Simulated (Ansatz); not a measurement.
# Generalised stacking fault on (111) (shuffle set) of a GaAs-GaSb solid solution (48 atoms): support functions against a reference

Wanted: errors and times of a linear-scaling basis for generalised stacking fault on (111) (shuffle set) of a GaAs-GaSb solid solution (48 atoms). A setting counts as converged where the r.m.s. difference of forces stays under 1 % of the r.m.s. force.

Method: Kohn-Sham DFT, PBE, PAW (set soft_2), plane waves, in Ansatz 0.2.0.

### Step 1. Starting point

The cell holds 48 atoms: 24 Ga, 10 Sb and 14 As. Cell: a = 8.267 Å, b = 7.159 Å, c = 20.260 Å, α = 90.0°, β = 88.1°, γ = 90.0°. It derives from GaAs and GaSb. Zinc-blende GaAs lattice (a = 5.8453 Å, the value set for the mixture), cell with z along [111], 2 x 1 x 2 periods; the third cell vector is tilted by 0.167 of 1/2[1-10] and lengthened by 0 Å, so the cell holds one fault (shuffle set); displaced by a Gaussian of 0.01 Å; 10 of 24 As sites given to Sb at random (lattice constant by Vegard's rule between GaAs and GaSb).

Limits known from the start: The host structure and its lattice constant were typed by rule, without a check against the phase diagram. No spin–orbit coupling is included, so levels derived from the heavy atoms are approximate.

### Step 2. Plane-wave single point

The first run fixes the reference, at a cutoff of 420 eV.

File input.yaml:

```yaml
crystal:
  lattice:
    - [8.2665, 0.0, 0.0]
    - [0.0, 7.159, 0.0]
    - [0.68885, 0.0, 20.24871]
  atoms:
    - { symbol: Ga, position: [0.6736, 0.49949, 0.93768] }
    - { symbol: Sb, position: [0.74425, 0.4992, 0.06321] }
    - { symbol: Ga, position: [0.74126, 0.83, 0.10396] }
    - { symbol: As, position: [0.72961, 0.83388, 0.2295] }
    - { symbol: Ga, position: [0.17283, 0.49954, 0.93758] }
    - { symbol: As, position: [0.24559, 0.4992, 0.06177] }
    - { symbol: Ga, position: [0.24159, 0.82928, 0.10454] }
    - { symbol: As, position: [0.2309, 0.834, 0.22878] }
    - { symbol: Ga, position: [0.42169, 0.99956, 0.93837] }
    - { symbol: As, position: [0.49521, 0.99925, 0.06255] }
    - { symbol: Ga, position: [0.49246, 0.33332, 0.10376] }
    - { symbol: As, position: [0.48183, 0.3356, 0.22934] }
    - { symbol: Ga, position: [0.47626, 0.66593, 0.2709] }
    - { symbol: As, position: [0.46642, 0.66478, 0.39516] }
    - { symbol: Ga, position: [0.72926, 0.16793, 0.27045] }
    - { symbol: Sb, position: [0.71816, 0.16633, 0.39564] }
    - { symbol: Ga, position: [0.71117, 0.49978, 0.43723] }
    - { symbol: Sb, position: [0.7045, 0.49925, 0.56253] }
    - { symbol: Ga, position: [0.70281, 0.83457, 0.6035] }
    - { symbol: Sb, position: [0.68855, 0.83417, 0.7283] }
    - { symbol: Ga, position: [0.92398, 0.99944, 0.93813] }
    - { symbol: Sb, position: [0.99471, 0.00078, 0.06254] }
    - { symbol: Ga, position: [0.98984, 0.33452, 0.10452] }
    - { symbol: As, position: [0.98095, 0.33382, 0.22945] }
    - { symbol: Ga, position: [0.97912, 0.6683, 0.26992] }
    - { symbol: Sb, position: [0.96695, 0.66748, 0.3962] }
    - { symbol: Ga, position: [0.22456, 0.16454, 0.27121] }
    - { symbol: As, position: [0.21899, 0.16734, 0.3957] }
    - { symbol: Ga, position: [0.21363, 0.5001, 0.43672] }
    - { symbol: As, position: [0.20382, 0.50078, 0.56304] }
    - { symbol: Ga, position: [0.20065, 0.8358, 0.60407] }
    - { symbol: As, position: [0.1896, 0.83168, 0.72965] }
    - { symbol: Ga, position: [0.46401, 0.99942, 0.43695] }
    - { symbol: As, position: [0.4525, 0.00019, 0.56227] }
    - { symbol: Ga, position: [0.44942, 0.33277, 0.604] }
    - { symbol: As, position: [0.43962, 0.33311, 0.72967] }
    - { symbol: Ga, position: [0.43412, 0.66692, 0.77153] }
    - { symbol: Sb, position: [0.42558, 0.66746, 0.89552] }
    - { symbol: Ga, position: [0.68662, 0.16802, 0.77052] }
    - { symbol: Sb, position: [0.67455, 0.16664, 0.89623] }
    - { symbol: Ga, position: [0.96264, 0.99782, 0.43705] }
    - { symbol: Sb, position: [0.95245, 0.0022, 0.56253] }
    - { symbol: Ga, position: [0.95169, 0.33333, 0.60397] }
    - { symbol: As, position: [0.93824, 0.33141, 0.72925] }
    - { symbol: Ga, position: [0.938, 0.66722, 0.77169] }
    - { symbol: As, position: [0.92299, 0.66543, 0.89609] }
    - { symbol: Ga, position: [0.18542, 0.16662, 0.77061] }
    - { symbol: Sb, position: [0.17711, 0.16416, 0.8957] }
kpoints:
  mp_grid: { grid: [2, 2, 1] }
hamiltonian:
  xc: pbe
scf:
  occupations: { method: fermi_dirac, width: 0.05 }
output:
  forces: true
  stress: true
  populations: true
  dos:
    method: { smearing: { sigma: 0.1 } }
    de: 0.1
    projected: { site_lists: { As: [As], Ga: [Ga], Sb: [Sb] } }
  eigenvalues: true
  write_density: true
  write_potential: true
  volumetric_format: npy
```

Started as:

```bash
$ ansatz run input.yaml --threads 4 --pin off --max-ram 8192MiB --backend cpu --events-out ev --progress --plain --runs-dir out
```

Numbers of over 12 decimals in the logs are rounded to 6 here.

The program printed:

```text
Engine: ansatz 0.2.0, aarch64-unknown-linux-gnu
Pseudopotentials: kind: paw
Pseudopotential: Ga, paw, valence charge 13, recommended cutoff 420 eV (normal), Ga.paw.azcp
Pseudopotential: Sb, paw, valence charge 15, recommended cutoff 420 eV (normal), Sb.paw.azcp
Pseudopotential: As, paw, valence charge 15, recommended cutoff 420 eV (normal), As.paw.azcp
[... 5 lines on functional and potentials left out ...]
Crystal: 48 atoms, lattice volume = 1198.316 Å³
Basis set: ecut = 420 eV, 23373 PW (Γ), exchange–correlation on 120×96×288 points (8 copies of the dense FFT grid, shifted against one another)
Bands: 404, of which v1, the nominal top of the filled ones, is band 336 counted from 1 (335 counted from 0)
Symmetry: 1 space group operations
Space group: P1 (ITA 1), of the structure as read, at distance tolerance 1.1e-4 Å
k-points: 4
[... 7 lines on functional and potentials left out ...]
Initial density: superposition of atomic densities (neutral atoms: chi_scale 0, normalization atom), corrected by the library's trained network
Initial wavefunctions: pseudopotential atomic-orbital guess
Functional: x = pbe(κ = 0.804, μ = 0.219515), c = pbe(β = 0.066725)
SCF iter   1: F=—  HF=-223631.129818 eV  |F-HF|=—  |Δ(HF+E_count)|=         —  Δρ=1.61e-3  dr2=5.16e-2  ethr=1.77e-3  ⟨swp⟩=6.0  Hψ=5862  notcnv=0  defer=5
preconditioner: auto → LDOS  [metal: Δε(μ)=0.082 eV  Ē_g=14.130 eV  σ=0.050 eV  W_gap=0.39  n_scr=306 (ndim 8)  ℏωp=22.3 eV  f_vac=0.086  D(μ)=4.53/eV (n_scr^D=8)  β→1.0]
SCF iter   2: F=—  HF=-223631.101768 eV  |F-HF|=—  |Δ(HF+E_count)|=   2.80e-2  Δρ=1.36e-3  dr2=4.27e-2  ethr=7.67e-6  ⟨swp⟩=2.0  Hψ=2975  notcnv=0  defer=218
SCF iter   3: F=—  HF=-223631.089885 eV  |F-HF|=—  |Δ(HF+E_count)|=   1.19e-2  Δρ=4.47e-4  dr2=6.44e-3  ethr=6.35e-6  ⟨swp⟩=2.0  Hψ=2475  notcnv=0  defer=218
SCF iter   4: F=—  HF=-223631.087366 eV  |F-HF|=—  |Δ(HF+E_count)|=   2.52e-3  Δρ=6.45e-5  dr2=8.99e-5  ethr=9.58e-7  ⟨swp⟩=2.0  Hψ=2420  notcnv=0  defer=218
SCF iter   5: F=—  HF=-223631.087407 eV  |F-HF|=—  |Δ(HF+E_count)|=   4.09e-5  Δρ=3.13e-5  dr2=2.41e-5  ethr=1.34e-8  ⟨swp⟩=2.0  Hψ=2910  notcnv=0  defer=161
SCF iter   6: F=—  HF=-223631.087405 eV  |F-HF|=—  |Δ(HF+E_count)|=   2.51e-6  Δρ=8.83e-6  dr2=2.01e-6  ethr=3.59e-9  ⟨swp⟩=2.0  Hψ=2433  notcnv=0  defer=161
SCF iter   7: F=—  HF=-223631.087404 eV  |F-HF|=—  |Δ(HF+E_count)|=   4.65e-7  Δρ=2.39e-6  dr2=1.03e-7  ethr=2.98e-10  ⟨swp⟩=2.0  Hψ=2457  notcnv=0  defer=161
SCF iter   8: F=-223631.087404 eV  HF=-223631.087404 eV  |F-HF|=4.37e-9  |Δ(HF+E_count)|=   1.64e-8  Δρ=7.84e-7  dr2=1.47e-8  ethr=1.49e-11  ⟨swp⟩=14.2  Hψ=12427  notcnv=0
SCF 1 converged in 8 iterations: F = -223631.087404 eV  dr2 = 1.47e-8
  greatest PAW one-centre occupation: 0.999 electrons in one spin orbital (limit 2), on the As atom at site 9 (counted from 0), in its partial waves of l = 2
SCF converged after 8 iterations
Free energy (F): -223631.087404 eV
Harris-Foulkes:  -223631.087404 eV  (|F-HF|=4.37e-9)
Internal energy: -223631.052240 eV  (E = F + TS)
E sigma→0 (E₀):  -223631.069822 eV
Entropy (-TS):   -0.035164 eV (-0.733 meV/atom)
Fermi energy:    8.202744 eV
--- Per-component energies (eV) ---
  E_band       = -6966.580503
  E_kinetic    = 6307.948964
  E_local      = -94015.635589  (includes V_loc(G=0)·N_el)
  E_nonlocal   = 4435.894630
  E_hartree    = 45680.364624
  E_xc         = -4152.743591
  E_vxc        = -3465.993125  (∫ρ·V_xc dr)
  E_paw        = -119191.582014  (= ΣΔE_a)
  E_vpaw       = -11589.514217  (= ΣTr[D̂ρ^β])
  E_aug_tail   = -0.002624  (compensation charges beyond the density's cutoff)
  E_ewald      = -62695.296640
  E_smearing   = -0.035164  (= −TS)
  E_closure    = 0.000000  (closes the sum)
  Σ components = -223631.087404   (vs F -223631.087404, Δ=0.00e0)
--- Forces (eV/Å), atoms counted from 1 ---
  atom   1  Ga     0.94590591     0.49661458     0.21198861
  atom   2  Sb    -0.31841892     0.12726955    -0.78935070
  atom   3  Ga    -0.79675470     0.73517121     0.99150863
  atom   4  As    -0.07964837     0.04666463    -0.12676681
  atom   5  Ga    -0.64418931     0.43811409     0.85718967
  atom   6  As    -0.62692101     0.00627582    -0.08575816
  atom   7  Ga     1.05764380    -0.45042453     0.29971254
  atom   8  As    -0.03001941    -0.04793263     0.00612818
  atom   9  Ga     0.51712702    -0.08626733     1.37599563
  atom  10  As    -0.67123804     0.02275607    -0.13578992
  atom  11  Ga    -1.04454931    -0.80654948     0.64272986
  atom  12  As    -0.28119653    -0.20583921    -0.07708590
  atom  13  Ga     0.07772427     0.04199279    -0.04213239
  atom  14  As    -0.07489703     0.13733331     0.11060652
[...]
atom  47  Ga     0.10635633    -0.05135635    -1.20504542
  atom  48  Sb    -0.12254527     0.24223874     0.00099194
  max |Σ_I F_I| component: 2.17e-5 eV/Å
--- Stress (GPa, compression-positive) ---
        4.131862       0.125389      -0.944377
        0.125389       3.475120       0.011915
       -0.944377       0.011915       3.038195
  P = ⅓ Tr σ = 3.5484 GPa (35.484 kbar)
--- Band table (eV) ---
  k-point 0: bands = ["-27.2746", "-27.2735", "-27.2613", "-27.2583", [... 388 levels ...], "12.9569", "12.9688", "13.0135", "13.1022", "13.1619", "13.1722", "13.2450", "13.2591", "13.2835", "13.3318", "13.3957", "13.4514"]
[...]
--- Löwdin populations: 48 sites ---
  site symbol       q [e]
     0     Ga     13.2156
     1     Sb     14.6176
     2     Ga     13.1278
[...]
47     Sb     14.6063
  spilling = 0.001509 (of n_electrons = 672.000000)
```

Run time: 1.8 min. Hardware: 4 threads of Arm Neoverse V1, shared host; peak memory 5.2 GiB.

The program notes that it cut back its work space to fit the memory limit.

Read from the output:

- free energy: -223631.0874 eV
- free energy per atom: -4658.9810 eV/atom
- SCF cycles: 8
- pressure: 3.548 GPa
- r.m.s. force component: 0.5185 eV/Å
- longest force: 1.635 eV/Å
- Fermi energy: 8.203 eV
- levels partly filled by over 2 per cent: 3
- spilling of the projection: 0.001509

The r.m.s. force component of 0.52 eV/Å and the pressure of 3.5 GPa set the scale for the differences below.

### Step 3. Support functions medium

With localised support functions most steps grow linearly with size, though the diagonalisation grows faster unless the density matrix is cut; this run measures error and cost at this size. The level medium gives here a grid of 48×36×90 points and a radius of 4.37 Å.

This step: Kohn-Sham DFT, PBE, PAW (set soft_2), localised support functions (medium) (Ansatz 0.2.0).

input.yaml, the sections that differ from step 2:

```yaml
scf:
  occupations: { method: fermi_dirac, width: 0.05 }
  eigensolver: { kind: { support_functions: { accuracy: medium } } }
  mixing: { beta: 0.4 }
  max_iter: 150
output:
  forces: true
# crystal, kpoints, hamiltonian: as in step 2
```

The program printed:

```text
Warning: scf.eigensolver.kind.support_functions: disabling space-group detection — the functions' gradient is summed over unrotated k-points, so no spatial operation reduces the k-mesh or symmetrises the density; time reversal is kept, so that k and −k are solved as one point where they differ and the mesh holds both, and exact exchange and, on two spinor components, a DFT+U term hold to it where the run has them: [...]
settings of this run that can trade accuracy for cost: scf.eigensolver.kind.support_functions [...]
[...]
Crystal: 48 atoms, lattice volume = 1198.316 Å³
Basis set: ecut = 420 eV, 23373 PW (Γ), exchange–correlation on 120×96×288 points (8 copies of the dense FFT grid, shifted against one another)
Bands: 404, of which v1, the nominal top of the filled ones, is band 336 counted from 1 (335 counted from 0)
Symmetry: 1 space group operations
k-points: 4
[...]
Eigensolver: Support functions (medium, 48×36×90 points, laid for a spacing of at most 0.228497 Å, radius 4.366880 Å, 3 species' potentials softened for the grid, 2 wholly corrected for its errors in the mean over positions, 3 with the egg-box correction, energy correction by stochastic trace)
[...]
SCF iter   1: F=—  HF=-223613.155109 eV  |F-HF|=—  |Δ(HF+E_count)|=         —  Δρ=3.03e-2  dr2=8.39e0  ethr=1.00e-1
[...]
SCF iter  12: F=—  HF=-223631.132207 eV  |F-HF|=—  |Δ(HF+E_count)|=   1.38e-3  Δρ=1.11e-5  dr2=2.02e-6  ethr=1.46e-9  κ⁻¹=2.2e-7(r=7)
SCF iter  13: F=-223631.133386 eV  HF=-223631.133386 eV  |F-HF|=9.66e-8  |Δ(HF+E_count)|=   1.18e-3  Δρ=6.93e-6  dr2=5.32e-7  ethr=3.00e-10
SCF 1 converged in 13 iterations: F = -223631.158808 eV  dr2 = 5.32e-7
[...]
SCF converged after 13 iterations
Stability not checked: this state was not tested for a lower state beside it, because the mixer in use, unlike msr1, does not test its closes by its own steps (another_mixer; see scf.mixing.algorithm and scf.lower_state_search)
Free energy (F): -223631.158808 eV
[...]
Internal energy: -223631.123751 eV  (E = F + TS)
E sigma→0 (E₀):  -223631.141279 eV
Entropy (-TS):   -0.035057 eV (-0.730 meV/atom)
Fermi energy:    8.202682 eV
[...]
Σ components = -223631.158808   (vs F -223631.158808, Δ=0.00e0)
--- Forces (eV/Å), atoms counted from 1 ---
  atom   1  Ga     0.94460705     0.49634879     0.21251239
  atom   2  Sb    -0.31764237     0.12874185    -0.78987158
  atom   3  Ga    -0.79680502     0.73474610     0.99205006
  atom   4  As    -0.07968685     0.04690468    -0.12777220
[...]
atom  48  Sb    -0.12150813     0.24268662     0.00092508
  max |Σ_I F_I| component: 6.73e-3 eV/Å
--- Band table (eV) ---
[...]
guard bands above this table: 59 of the run's 404 bands (output.publish_guard_bands: true publishes all)
[...]
```

The job ended after 2.7 min (4 threads; peak memory 3.4 GiB).

The program notes that the band table was not solved further than the SCF left it and it switched symmetry off.

Keys that differ from the reference: support_functions.accuracy = "medium", scf.max_iter = 150 and scf.mixing.beta = 0.4.

Forces differ from the reference by 0.52 meV/Å r.m.s., 0.10 % of their size, well within a tolerance of 1 %; the energy by -1.5 meV/atom. It took 2.7 min and 13 cycles; the reference's time can't be set against it, since the two runs asked for unlike analyses. The two runs also began from different starting densities, which bears on cycles and time.

### Step 4. Support functions low

The level low is asked for. Here it resolves to the same grid and radius as in the run with support functions medium, so the basis is not new.

This step: Kohn-Sham DFT, PBE, PAW (set soft_2), localised support functions (low) (Ansatz 0.2.0).

input.yaml, the sections that differ from step 3:

```yaml
scf:
  occupations: { method: fermi_dirac, width: 0.05 }
  eigensolver: { kind: { support_functions: { accuracy: low } } }
  mixing: { beta: 0.4 }
  max_iter: 150
# crystal, kpoints, hamiltonian, output: as in step 3
```

The program printed:

```text
[...]
Crystal: 48 atoms, lattice volume = 1198.316 Å³
Basis set: ecut = 420 eV, 23373 PW (Γ), exchange–correlation on 120×96×288 points (8 copies of the dense FFT grid, shifted against one another)
Bands: 404, of which v1, the nominal top of the filled ones, is band 336 counted from 1 (335 counted from 0)
Symmetry: 1 space group operations
k-points: 4
[...]
Eigensolver: Support functions (low, 48×36×90 points, laid for a spacing of at most 0.228497 Å, radius 4.366880 Å, 3 species' potentials softened for the grid, 2 wholly corrected for its errors in the mean over positions, 3 with the egg-box correction, energy correction by stochastic trace)
[...]
SCF iter   1: F=—  HF=-223613.155109 eV  |F-HF|=—  |Δ(HF+E_count)|=         —  Δρ=3.03e-2  dr2=8.39e0  ethr=1.00e-1
[...]
SCF iter  11: F=—  HF=-223631.130825 eV  |F-HF|=—  |Δ(HF+E_count)|=   1.73e-3  Δρ=3.29e-5  dr2=9.82e-6  ethr=4.78e-9  κ⁻¹=7.3e-8(r=7)
SCF iter  12: F=-223631.132207 eV  HF=-223631.132207 eV  |F-HF|=6.19e-7  |Δ(HF+E_count)|=   1.38e-3  Δρ=1.11e-5  dr2=2.02e-6  ethr=1.46e-9
SCF 1 converged in 12 iterations: F = -223631.158767 eV  dr2 = 2.02e-6
[...]
SCF converged after 12 iterations
[...]
Free energy (F): -223631.158767 eV
[...]
Internal energy: -223631.123722 eV  (E = F + TS)
E sigma→0 (E₀):  -223631.141244 eV
Entropy (-TS):   -0.035045 eV (-0.730 meV/atom)
Fermi energy:    8.202535 eV
[...]
Σ components = -223631.158767   (vs F -223631.158767, Δ=0.00e0)
--- Forces (eV/Å), atoms counted from 1 ---
  atom   1  Ga     0.94459006     0.49633862     0.21255965
  atom   2  Sb    -0.31751373     0.12875287    -0.78999291
  atom   3  Ga    -0.79683189     0.73476089     0.99211590
  atom   4  As    -0.07964892     0.04688287    -0.12771183
[...]
atom  48  Sb    -0.12145617     0.24274098     0.00086974
  max |Σ_I F_I| component: 7.55e-3 eV/Å
--- Band table (eV) ---
[...]
```

Run time: 2.5 min. Hardware: 4 threads; peak memory 3.4 GiB.

Keys that differ from the reference: support_functions.accuracy = "low", scf.max_iter = 150 and scf.mixing.beta = 0.4.

Forces differ from the reference by 0.54 meV/Å r.m.s., 0.10 % of their size, well within a tolerance of 1 %; the energy by -1.5 meV/atom. It took 2.5 min and 12 cycles; the reference's time can't be set against it, since the two runs asked for unlike analyses. The two runs also began from different starting densities, which bears on cycles and time.

### Step 5. Support functions high

With localised support functions most steps grow linearly with size, though the diagonalisation grows faster unless the density matrix is cut; this run measures error and cost at this size. The level high gives here a grid of 48×48×108 points and a radius of 5.23 Å.

This step: Kohn-Sham DFT, PBE, PAW (set soft_2), localised support functions (high) (Ansatz 0.2.0).

input.yaml, the sections that differ from step 4:

```yaml
scf:
  occupations: { method: fermi_dirac, width: 0.05 }
  eigensolver: { kind: { support_functions: { accuracy: high } } }
  mixing: { beta: 0.4 }
  max_iter: 150
# crystal, kpoints, hamiltonian, output: as in step 4
```

The program printed:

```text
[...]
Crystal: 48 atoms, lattice volume = 1198.316 Å³
Basis set: ecut = 420 eV, 23373 PW (Γ), exchange–correlation on 120×120×288 points (8 copies of the dense FFT grid, shifted against one another)
Bands: 404, of which v1, the nominal top of the filled ones, is band 336 counted from 1 (335 counted from 0)
Symmetry: 1 space group operations
k-points: 4
[...]
Eigensolver: Support functions (high, 48×48×108 points, laid for a spacing of at most 0.192795 Å, radius 5.226356 Å, 0 species' potentials softened for the grid, 3 wholly corrected for its errors in the mean over positions, 3 with the egg-box correction, energy correction by stochastic trace)
[...]
SCF iter   1: F=—  HF=-223614.714645 eV  |F-HF|=—  |Δ(HF+E_count)|=         —  Δρ=3.01e-2  dr2=8.22e0  ethr=1.00e-1
[...]
SCF iter  17: F=—  HF=-223631.154060 eV  |F-HF|=—  |Δ(HF+E_count)|=   2.63e-4  Δρ=1.04e-6  dr2=1.40e-8  ethr=1.00e-12  κ⁻¹=2.0e-5(r=7)
SCF iter  18: F=-223631.154129 eV  HF=-223631.154129 eV  |F-HF|=3.78e-10  |Δ(HF+E_count)|=   6.93e-5  Δρ=1.14e-6  dr2=1.61e-8  ethr=1.00e-12
SCF 1 converged in 18 iterations: F = -223631.157219 eV  dr2 = 1.61e-8
[...]
SCF converged after 18 iterations
[...]
Free energy (F): -223631.157219 eV
[...]
Internal energy: -223631.122118 eV  (E = F + TS)
E sigma→0 (E₀):  -223631.139668 eV
Entropy (-TS):   -0.035101 eV (-0.731 meV/atom)
Fermi energy:    8.202492 eV
[...]
Σ components = -223631.157219   (vs F -223631.157219, Δ=0.00e0)
--- Forces (eV/Å), atoms counted from 1 ---
  atom   1  Ga     0.94585612     0.49658296     0.21215392
  atom   2  Sb    -0.31834556     0.12723674    -0.78946984
  atom   3  Ga    -0.79663235     0.73532951     0.99155604
  atom   4  As    -0.07973559     0.04663469    -0.12686658
[...]
atom  48  Sb    -0.12268541     0.24215265     0.00094063
  max |Σ_I F_I| component: 6.84e-4 eV/Å
--- Band table (eV) ---
[...]
```

It took 10 min on 4 threads; peak memory 5.6 GiB; 40 min of CPU time.

The program notes that the correction for the support functions is uncertain.

Keys that differ from the reference: support_functions.accuracy = "high", scf.max_iter = 150 and scf.mixing.beta = 0.4.

Forces differ from the reference by 0.092 meV/Å r.m.s., 0.018 % of their size, well within a tolerance of 1 %; the energy by -1.5 meV/atom. It took 10 min and 18 cycles; the reference's time can't be set against it, since the two runs asked for unlike analyses. The two runs also began from different starting densities, which bears on cycles and time.

(Continued in part 2 of 3.)

[Logs are printed without paths, hosts, clocks, repeated set-up lines and the standing remarks that a program may print on its own settings, such as how far it seeks lower states.]

[Hosts, paths, dates, database ids (printed as entryN), source tags and the programs' standing remarks are cut or masked in the printed files.]
